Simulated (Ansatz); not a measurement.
## ZnS (F-43m): refractive index against wavelength

The refractive index of ZnS (F-43m) below the direct gap (2.11 eV on the mesh) is read from one computed spectrum, n = √(Re ε).

It takes space group F-43m (No. 216, cubic). Conventional cell: a = 5.404 Å, b = 5.404 Å, c = 5.404 Å, α = 90.00°, β = 90.00°, γ = 90.00°. Around Zn on site c lie 4 S at 2.34 Å. Around S on site a lie 4 Zn at 2.34 Å.

Method: Ansatz 0.2.0, PBE, independent particles, k-mesh 12×12×12 with interpolation inside its cells, Gaussian parameter 0.15 eV.

Launch of the response step: `ansatz run input.yaml --threads 4 --pin off --max-ram 8192MiB --backend cpu --events-out ev --progress --plain --runs-dir out`. The run took 5 s, on 4 threads of Arm Neoverse V2, on a shared host.

| wavelength (nm) | photon energy E (eV) | n |
| --- | --- | --- |
| 3000 | 0.413 | 2.5172 |
| 2000 | 0.620 | 2.5251 |
| 1550 | 0.800 | 2.5346 |
| 1310 | 0.946 | 2.5446 |
| 1064 | 1.165 | ? |
| 850 | 1.459 | 2.5979 |

In the single-oscillator model n² − 1 = E₀E_d/(E₀² − E²), so 1/(n² − 1) = E₀/E_d − E²/(E₀E_d) is linear in E².

Working, on the rows shown:

| x = E² (eV²) | y = 1/(n² − 1) |
| --- | --- |
| 0.170801 | 0.187396 |
| 0.384302 | 0.186007 |
| 0.639837 | 0.184359 |
| 0.895757 | 0.182649 |
| 2.12762 | 0.173941 |

Means: x̄ = 0.84366, ȳ = 0.18287. Σ(x − x̄)(y − ȳ) = -0.01627, Σ(x − x̄)² = 2.357. Slope = -0.01627 / 2.357 = -0.006903; intercept = ȳ − slope · x̄ = 0.18869. Turned back into n, the line misses the rows shown by at most 0.00081.

Question: Fill in the last column of the withheld row.

Answer: At x = 1.3578 the line gives y = 0.17932, that is 2.5645. The run gave 2.5634, so the interpolation is off by 0.0011, 1.3 % of the range in the table.

Refitted with all rows, the slope is -0.006873 and the intercept 0.1887. These give E₀ = √(intercept/−slope) = 5.24 eV and E_d = E₀/intercept = 27.8 eV; E₀ is 2.5 times the direct gap. The electronic limit at long wavelengths, without lattice vibrations, is n = √(1 + 1/intercept) = 2.510. The cell comes from an older database entry, whose edges can be off by a per cent or so. Excitons are left out and so are local fields; PBE gaps are as a rule too small.
